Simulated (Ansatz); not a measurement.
# Static equation of state of random rock-salt (Na, Li, K)Cl solid solution (64 atoms)

The cell holds 64 atoms: 10 Na, 32 Cl, 11 Li and 11 K. Its edges and angles: a = 11.422 Å, b = 11.386 Å, c = 11.801 Å, α = 89.4°, β = 89.9°, γ = 89.5°. It derives from NaCl and LiCl and KCl. The starting structure: Rock-salt lattice (a = 5.691 Å, the mean of the end members), 2 x 2 x 2 cells, metal sites filled at random with 10 Na, 11 Li, 11 K; then minimised and run for 3 ps at 250 K (NVT) with a classical potential, last frame taken.

Calculated with Ansatz 0.2.0: Kohn-Sham DFT, PBEsol, PAW (set soft_2), plane waves; cutoff 420 eV, Γ point, fixed occupations. Cell and atoms were relaxed first, to V0 = 23.979 Å³ an atom at a residual P0 = 0.003 GPa. The cell was then scaled evenly, and the atoms were relaxed at each volume.

| volume (Å³/atom) | pressure (GPa) |
| --- | --- |
| 21.581 | 2.644 |
| 22.540 | ? |
| 23.259 | 0.6929 |
| 24.698 | -0.5944 |
| 25.417 | -0.8977 |

Task: Fit the third-order Birch–Murnaghan equation to the rows given and interpolate to the withheld row.

Worked fit:

Take the Eulerian strain f = ½[(V0/V)^(2/3) − 1] and the normalised pressure F = (P − P0) / [3f(1 + 2f)^(5/2)]. The third-order Birch–Murnaghan equation is then the line F = B0 + (3/2)B0(B′ − 4) f, so u = f and v = F.

| u = f | v = F (GPa) |
| --- | --- |
| 0.0363829 | 20.3052 |
| 0.0102569 | 21.3253 |
| -0.00975637 | 21.4249 |
| -0.0190504 | 17.3596 |

With n = 4: mean u = 0.00445827, mean v = 20.1038, Σ(u − ū)² = 0.0018075, Σ(u − ū)(v − v̄) = 0.059249. Slope b = 0.059249 / 0.0018075 = 32.779; intercept a = v̄ − b ū = 19.958.

So B0 = a = 20.0 GPa and B′ = 4 + 2b/(3a) = 5.09. At the withheld volume f = 0.02106, F = a + b f = 20.65 GPa, and P = P0 + 3f(1 + 2f)^(5/2) F.

Prediction at 22.540: 1.449 GPa. The run gave 1.414 GPa, so the fit is high by 0.034 GPa (2.4 % of the value).

B′ = 5.1 lies in the range of 3 to 6 that is common for dense crystals. The series isn't one smooth equation of state: even a line fitted to all rows, the withheld one included, misses F by up to 11.3 %, the count of bonds changes along the series and an atom moves over 0.5 Å in some relaxation. B0 and B′ are then only the numbers of this fit, not moduli of the material. Among the rows given, the largest miss of the fit is at 21.581, by 0.11 GPa (3.1 % of the range of the table).

Limits: Static cells at zero temperature; the cell shape is held. The program notes that the SCF threshold of these relaxations is loose for the stress. Only the Γ point is sampled, in a cell whose shortest periodic width is 11 Å.

[Hosts, paths, dates, database ids (printed as entryN), source tags and the programs' standing remarks are cut or masked in the printed files.]
